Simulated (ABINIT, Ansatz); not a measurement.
**SiO2 (P6_222): bands and cutoff in G0W0 with ABINIT**

Aim: raise bands and screening cutoff together for SiO2 (P6_222) and follow gap and time.

Program: ABINIT 10.8.3. Level of theory: LDA and many-body steps on it, plane waves. Results are calculated unless marked as measured.

The database entry behind the starting cell is an old determination (1926), so it need not match the best structure at ambient conditions.

### 1. The structure

It takes space group P6_222 (No. 180, hexagonal). Conventional cell: a = 5.013 Å, b = 5.013 Å, c = 5.470 Å, α = 90.00°, β = 90.00°, γ = 120.00°. Nearest to Si lie 4 O at 1.62 Å. O has 2 Si at 1.62 Å nearest. Farther neighbours and most contacts between anions are not listed.

The cell and positions come from the Crystallography Open Database and are kept as given unless a step says otherwise.

### 2. Empty states on the mesh, 3×3×2 mesh, 237 bands

This step: ABINIT 10.8.3; DFT, LDA, plane waves, norm-conserving pseudopotentials.

The sums over transitions need many empty states on a uniform mesh; this step solves for them.

run.abi

```
acell 3*1.0 Angstrom
rprim 
  5.013000000017 -0.000000000004 0.000000000000
  -2.506500000005 4.341385349188 0.000000000000
  0.000000000000 0.000000000000 5.470000000000
ntypat 2
znucl 14 8
natom 9
typat 1 1 1 2 2 2 2 2 2
xred 
  0.500000000000 0.500000000000 0.333333333333
  0.000000000000 0.500000000000 0.666666666667
  0.500000000000 0.000000000000 -0.000000000000
  0.197000000000 0.803000000000 0.833333333333
  0.394000000000 0.197000000000 0.166666666667
  0.197000000000 0.394000000000 0.500000000000
  0.803000000000 0.197000000000 0.833333333333
  0.606000000000 0.803000000000 0.166666666667
  0.803000000000 0.606000000000 0.500000000000
pp_dirpath "pseudos"
pseudos "Si.upf, O.upf"
ecut 36
ngkpt 3 3 2
nshiftk 1
shiftk 0 0 0
kptopt 1
chksymbreak 0
iscf -2
irdden 1
istwfk *1
nband 237
nbdbuf 20
tolwfr 1e-09
nstep 60
prtvol 0
indata_prefix "in"
outdata_prefix "out"
tmpdata_prefix "tmp"
```

Command:

```
OMP_NUM_THREADS=1 mpirun -n 4 abinit run.abi > log
```

Numbers of over 12 decimals in the logs are rounded to 6 here.

Log:

```text
.Version 10.8.3 of ABINIT. v10.8.2 released Aug 2026.

 Symmetries : space group P6_2 2 2 (#180); Bravais hP (primitive hexag.)
[... echo of the input left out ...]
== DATASET  1 ==================================================================
-   mpi_nproc: 4, omp_nthreads: 1 (-1 if OMP is not activated)

--- !DatasetInfo
iteration_state: {dtset: 1, }
dimensions: {natom: 9, nkpt: 6, mband: 237, nsppol: 1, nspinor: 1, nspden: 1, mpw: 8320, }
cutoff_energies: {ecut:  36.0, pawecutdg:  -1.0, }
[...]
2.76609    2.76609    2.76950    2.76950    2.78441    2.78441    2.78646    2.78829
   2.84051    2.84051    2.86174    2.86174    2.87390    2.87391    2.90378    2.90506
   2.91144    2.92917    2.93459    2.93923    2.94002
 prteigrs : prtvol=0 or 1, do not print more k-points.

== END DATASET(S) ==============================================================
================================================================================

 -outvars: echo values of variables after computation  --------
            nband         237
             nkpt           6
          spgroup         180
 [... the other variables as echoed above ...]

 Calculation completed.
```

Run time: 2.5 min. Hardware: 4 MPI ranks of Arm Neoverse V2, shared host; peak memory 0.55 GiB.

This step gave:

| Item | Value |
| --- | --- |
| gap | 5.373 eV |
| k of the valence top | 0, 0, 0.5 |
| k of the conduction bottom | 0, 0, 0 |
| least direct gap | 5.488 eV |
| k points computed | 6 |
| lowest point of the top converged band, above the valence top | 74.7948 eV |

On this mesh the gap is 5.373 eV.

The density comes from a self-consistent run that is not shown.

### 3. Screening, 3×3×2 mesh, 48 bands, screening to 62.6 eV

The RPA dielectric matrix is built and inverted for each q.

This step: RPA screening on LDA, plane waves, norm-conserving pseudopotentials.

run.abi, as its differences from that of step 2:

```diff
@@ -27,10 +27,11 @@
 chksymbreak 0
-iscf -2
-irdden 1
 istwfk *1
-nband 237
-nbdbuf 20
-tolwfr 1e-09
-nstep 60
-prtvol 0
+occopt 1
+irdwfk 1
+optdriver 3
+nband 48
+ecuteps 2.3
+inclvkb 2
+awtr 1
+symchi 1
 indata_prefix "in"
```

Log:

```text
.Version 10.8.3 of ABINIT. v10.8.2 released Aug 2026.

 Symmetries : space group P6_2 2 2 (#180); Bravais hP (primitive hexag.)
[... echo of the input left out ...]
== DATASET  1 ==================================================================
-   mpi_nproc: 4, omp_nthreads: 1 (-1 if OMP is not activated)

--- !DatasetInfo
iteration_state: {dtset: 1, }
dimensions: {natom: 9, nkpt: 6, mband: 48, nsppol: 1, nspinor: 1, nspden: 1, mpw: 8320, }
cutoff_energies: {ecut:  36.0, pawecutdg:  -1.0, }
electrons: {nelect:   4.80000000E+01, charge:   0.00000000E+00, occopt:   1.00000000E+00, tsmear:   1.00000000E-02, }

 SCREENING: Calculation of the susceptibility and dielectric matrices

 Based on a program developped by R.W. Godby, V. Olevano, G. Onida, and L. Reining.
 Incorporated in ABINIT by V. Olevano, G.-M. Rignanese, and M. Torrent.
.Using double precision arithmetic ; gwpc =  8

[... cell and pseudopotentials left out ...]
--------------------------------------------------------------------------------

 ==== K-mesh for the wavefunctions ====
 Number of points in the irreducible wedge :     6
[... list of points left out ...]
 Together with 12 symmetry operations and time-reversal symmetry
 yields    18 points in the full Brillouin Zone.

 ==== Q-mesh for the screening function ====
 Number of points in the irreducible wedge :     6
[... list of points left out ...]
 Together with 12 symmetry operations and time-reversal symmetry
 yields    18 points in the full Brillouin Zone.

 setmesh: FFT mesh size selected  =    27x   27x   36
          total number of points  =        26244

 vcoul_init : cutoff-mode = AUXILIARY_FUNCTION
 q-points for optical limit:   1
     1)      0.000010    0.000020    0.000030

- screening: taking advantage of time-reversal symmetry
- Maximum band index for partially occupied states nbvw = 24
- Remaining bands to be divided among processors   nbcw = 24
- Number of bands treated by each node ~6

 Number of electrons calculated from density =   48.0000; Expected =   48.0000
 average of density, n =  0.059749
 r_s =    1.5868
 omega_plasma =   23.5788 [eV]

 calculating chi0 at frequencies [eV] :
  1    0.000000E+00    0.000000E+00
  2    0.000000E+00    2.357877E+01

--------------------------------------------------------------------------------
  q-point number  1        q = ( 0.000000, 0.000000, 0.000000) [r.l.u.]
--------------------------------------------------------------------------------
[... chi0 elements left out ...]
 For q-point:  0.000010 0.000020 0.000030
  dielectric constant =   2.2816
  dielectric constant without local fields =   2.3881

  Average fulfillment of the sum rule on Im[epsilon] for q-point    1 :     20.87  [%]
[... wings left out ...]
  q-point number  2        q = ( 0.333333, 0.000000, 0.000000) [r.l.u.]
--------------------------------------------------------------------------------
[... chi0 elements left out ...]
  Average fulfillment of the sum rule on Im[epsilon] for q-point    2 :     30.50  [%]

 [... 4 further q-points ...]
```

Wall time 12 s (4 MPI ranks); peak memory 1.1 GiB.

This step gave:

| Property | Result |
| --- | --- |
| ε∞ with local fields, on this mesh, along the program's q direction | 2.282 |
| the same without local fields | 2.388 |
| plasma frequency | 23.58 eV |
| plane waves in the screening matrix | 145 |

Local fields lower ε∞ by 4 %. On a Γ-centred mesh this coarse the value itself is usually too large, while a short band sum pulls it down.

### 4. 48 bands, 62.6 eV

The self-energy is evaluated for the states that the input lists, and the levels follow from it, in one-shot runs by the linearised quasiparticle equation.

This step: G0W0 on LDA, plane waves, norm-conserving pseudopotentials.

run.abi, as its differences from that of step 3:

```diff
@@ -30,8 +30,17 @@
 irdwfk 1
-optdriver 3
+optdriver 4
 nband 48
+gwcalctyp 0
+ecutsigx 36
+symsigma 1
+nkptgw 2
+kptgw 
+  0.0000000000 0.0000000000 0.5000000000
+  0.0000000000 0.0000000000 0.0000000000
+bdgw 
+  23 26
+  22 27
 ecuteps 2.3
-inclvkb 2
-awtr 1
-symchi 1
+irdscr 1
+ppmodel 1
 indata_prefix "in"
```

Log:

```text
.Version 10.8.3 of ABINIT. v10.8.2 released Aug 2026.

 Symmetries : space group P6_2 2 2 (#180); Bravais hP (primitive hexag.)
[... echo of the input left out ...]
== DATASET  1 ==================================================================
-   mpi_nproc: 4, omp_nthreads: 1 (-1 if OMP is not activated)

--- !DatasetInfo
iteration_state: {dtset: 1, }
dimensions: {natom: 9, nkpt: 6, mband: 48, nsppol: 1, nspinor: 1, nspden: 1, mpw: 8320, }
cutoff_energies: {ecut:  36.0, pawecutdg:  -1.0, }
electrons: {nelect:   4.80000000E+01, charge:   0.00000000E+00, occopt:   1.00000000E+00, tsmear:   1.00000000E-02, }

 SIGMA: Calculation of the GW corrections

 Based on a program developped by R.W. Godby, V. Olevano, G. Onida, and L. Reining.
 Incorporated in ABINIT by V. Olevano, G.-M. Rignanese, and M. Torrent.
.Using double precision arithmetic ; gwpc =  8

[... cell and pseudopotentials left out ...]
--------------------------------------------------------------------------------

 ==== K-mesh for the wavefunctions ====
 Number of points in the irreducible wedge :     6
[... list of points left out ...]
 Together with 12 symmetry operations and time-reversal symmetry
 yields    18 points in the full Brillouin Zone.

 ==== Q-mesh for screening function ====
 Number of points in the irreducible wedge :     6
[... list of points left out ...]
 Together with 12 symmetry operations and time-reversal symmetry
 yields    18 points in the full Brillouin Zone.

 vcoul_init : cutoff-mode = AUXILIARY_FUNCTION
 q-points for optical limit:   1
     1)      0.000010    0.000020    0.000030
 setmesh: FFT mesh size selected  =    45x   45x   60
          total number of points  =       121500

 Number of electrons calculated from density =   48.0000; Expected =   48.0000
 average of density, n =  0.059749
 r_s =    1.5868
 omega_plasma =   23.5788 [eV]

 === KS Band Gaps ===
  >>>> For spin  1
   Minimum direct gap =   5.4877 [eV], located at k-point      :   0.0000  0.0000  0.0000
   Fundamental gap    =   5.3731 [eV], Top of valence bands at :   0.0000  0.0000  0.5000
                                       Bottom of conduction at :   0.0000  0.0000  0.0000
 SIGMA fundamental parameters:
 PLASMON POLE MODEL  1
 number of plane-waves for SigmaX                 8277
 number of plane-waves for SigmaC and W            145
 number of plane-waves for wavefunctions          8277
 number of bands                                    48
 number of independent spin polarizations            1
 number of spinorial components                      1
 number of k-points in IBZ                           6
 number of q-points in IBZ                           6
 number of symmetry operations                      12
 number of k-points in BZ                           18
 number of q-points in BZ                           18
 number of frequencies for dSigma/dE                 9
 frequency step for dSigma/dE [eV]                0.25
 number of omega for Sigma on real axis              0
 max omega for Sigma on real axis  [eV]           0.00
 zcut for avoiding poles [eV]                     0.10

 EPSILON^-1 parameters (SCR file):
 dimension of the eps^-1 matrix on file            145
 dimension of the eps^-1 matrix used               145
 number of plane-waves for wavefunctions          8277
 number of bands                                    48
 number of q-points in IBZ                           6
 number of frequencies                               2
 number of real frequencies                          1
 number of imag frequencies                          1

 matrix elements of self-energy operator (all in [eV])

 Perturbative Calculation

--- !SelfEnergy_ee
iteration_state: {dtset: 1, }
kpoint     : [   0.000,    0.000,    0.500, ]
spin       : 1
KS_gap     :    7.208
QP_gap     :   10.871
Delta_QP_KS:    3.663
data: !SigmaeeData |
     Band     E0 <VxcDFT>   SigX SigC(E0)      Z dSigC/dE  Sig(E)    E-E0       E
       23  -0.181 -19.875 -25.701   4.314   0.814  -0.229 -21.106  -1.231  -1.412
       24  -0.181 -19.875 -25.701   4.314   0.814  -0.229 -21.106  -1.231  -1.412
       25   7.027 -12.012  -7.075  -2.139   0.869  -0.150  -9.579   2.432   9.460
       26   7.027 -12.012  -7.075  -2.139   0.869  -0.150  -9.579   2.432   9.460

--- !SelfEnergy_ee
iteration_state: {dtset: 1, }
kpoint     : [   0.000,    0.000,    0.000, ]
spin       : 1
KS_gap     :    5.488
QP_gap     :    8.845
Delta_QP_KS:    3.358
data: !SigmaeeData |
     Band     E0 <VxcDFT>   SigX SigC(E0)      Z dSigC/dE  Sig(E)    E-E0       E
       22  -0.677 -19.048 -24.867   4.244   0.814  -0.228 -20.331  -1.283  -1.960
       23  -0.677 -19.048 -24.867   4.244   0.814  -0.228 -20.331  -1.283  -1.960
       24  -0.296 -19.821 -25.621   4.290   0.814  -0.228 -21.050  -1.229  -1.524
       25   5.192 -10.597  -5.927  -2.248   0.879  -0.137  -8.468   2.129   7.321
       26   8.457 -11.660  -6.244  -2.247   0.867  -0.153  -8.911   2.749  11.206
       27   8.457 -11.660  -6.244  -2.247   0.867  -0.153  -8.911   2.749  11.206

== END DATASET(S) ==============================================================
================================================================================

 -outvars: echo values of variables after computation  --------
           etotal      0.0000000000E+00
            nband          48
             nkpt           6
          spgroup         180
 [... the other variables as echoed above ...]

 Calculation completed.
```

It took 3.5 s on 4 MPI ranks; peak memory 0.79 GiB.

Numbers from this step:

```
G0W0 gap on the points computed              : 8.733 eV
starting gap on the mesh                     : 5.373 eV
k of the valence top                         : 0, 0, 0.5
k of the conduction bottom                   : 0, 0, 0
Z at the valence top                         : 0.814
Z at the conduction bottom                   : 0.879
least direct G0W0 gap on the computed points : 8.845 eV
```

The gap on the mesh goes from 5.37 eV to 8.73 eV, a correction of +3.36 eV.

### 5. Screening, 3×3×2 mesh, 102 bands, screening to 114.3 eV

This step: RPA screening on LDA, plane waves, norm-conserving pseudopotentials.

run.abi, as its differences from that of step 4:

```diff
@@ -30,17 +30,8 @@
 irdwfk 1
-optdriver 4
-nband 48
-gwcalctyp 0
-ecutsigx 36
-symsigma 1
-nkptgw 2
-kptgw 
-  0.0000000000 0.0000000000 0.5000000000
-  0.0000000000 0.0000000000 0.0000000000
-bdgw 
-  23 26
-  22 27
-ecuteps 2.3
-irdscr 1
-ppmodel 1
+optdriver 3
+nband 102
+ecuteps 4.2
+inclvkb 2
+awtr 1
+symchi 1
 indata_prefix "in"
```

Log:

```text
.Version 10.8.3 of ABINIT. v10.8.2 released Aug 2026.

 Symmetries : space group P6_2 2 2 (#180); Bravais hP (primitive hexag.)
[... echo of the input left out ...]
== DATASET  1 ==================================================================
-   mpi_nproc: 4, omp_nthreads: 1 (-1 if OMP is not activated)

--- !DatasetInfo
iteration_state: {dtset: 1, }
dimensions: {natom: 9, nkpt: 6, mband: 102, nsppol: 1, nspinor: 1, nspden: 1, mpw: 8320, }
cutoff_energies: {ecut:  36.0, pawecutdg:  -1.0, }
electrons: {nelect:   4.80000000E+01, charge:   0.00000000E+00, occopt:   1.00000000E+00, tsmear:   1.00000000E-02, }

 SCREENING: Calculation of the susceptibility and dielectric matrices

 Based on a program developped by R.W. Godby, V. Olevano, G. Onida, and L. Reining.
 Incorporated in ABINIT by V. Olevano, G.-M. Rignanese, and M. Torrent.
.Using double precision arithmetic ; gwpc =  8

[... cell and pseudopotentials left out ...]
--------------------------------------------------------------------------------

 ==== K-mesh for the wavefunctions ====
 Number of points in the irreducible wedge :     6
[... list of points left out ...]
 Together with 12 symmetry operations and time-reversal symmetry
 yields    18 points in the full Brillouin Zone.

 ==== Q-mesh for the screening function ====
 Number of points in the irreducible wedge :     6
[... list of points left out ...]
 Together with 12 symmetry operations and time-reversal symmetry
 yields    18 points in the full Brillouin Zone.

 setmesh: FFT mesh size selected  =    36x   36x   45
          total number of points  =        58320

 vcoul_init : cutoff-mode = AUXILIARY_FUNCTION
 q-points for optical limit:   1
     1)      0.000010    0.000020    0.000030

- screening: taking advantage of time-reversal symmetry
- Maximum band index for partially occupied states nbvw = 24
- Remaining bands to be divided among processors   nbcw = 78
- Number of bands treated by each node ~19

 Number of electrons calculated from density =   48.0000; Expected =   48.0000
 average of density, n =  0.059749
 r_s =    1.5868
 omega_plasma =   23.5788 [eV]

 calculating chi0 at frequencies [eV] :
  1    0.000000E+00    0.000000E+00
  2    0.000000E+00    2.357877E+01

--------------------------------------------------------------------------------
  q-point number  1        q = ( 0.000000, 0.000000, 0.000000) [r.l.u.]
--------------------------------------------------------------------------------
[... chi0 elements left out ...]
 For q-point:  0.000010 0.000020 0.000030
  dielectric constant =   2.3553
  dielectric constant without local fields =   2.5468

  Average fulfillment of the sum rule on Im[epsilon] for q-point    1 :     45.07  [%]
[... wings left out ...]
  q-point number  2        q = ( 0.333333, 0.000000, 0.000000) [r.l.u.]
--------------------------------------------------------------------------------
[... chi0 elements left out ...]
  Average fulfillment of the sum rule on Im[epsilon] for q-point    2 :     53.77  [%]

 [... 4 further q-points ...]
```

It took 48 s on 4 MPI ranks; peak memory 1.7 GiB.

This step gave:

- ε∞ with local fields, on this mesh, along the program's q direction: 2.355
- the same without local fields: 2.547
- plasma frequency: 23.58 eV
- plane waves in the screening matrix: 339

(Continued in part 2 of 2.)

[Paths, hosts, dates, memory and timing lines, banners, echoed tables and standing remarks are left out of the program output.]

[Logs are printed without paths, hosts, clocks, repeated set-up lines and the standing remarks that a program may print on its own settings, such as how far it seeks lower states.]

[Runs of the session that timed out or met a known fault of the program may be left out.]

[No measured gap is set beside runs whose start may be inverted or whose files or cutoffs have a known fault.]

[Hosts, paths, dates, database ids (printed as entryN), source tags and the programs' standing remarks are cut or masked in the printed files.]

[G0W0 gaps are taken among the corrected bands and points alone; a level outside them can change the order at an edge.]

[Where Ansatz stands beside ABINIT at settings called matched, ABINIT's density can come from a denser mesh and the files from another edition; pairs whose starting gaps differed by over 0.03 eV were left out, so agreement reads better than it is.]
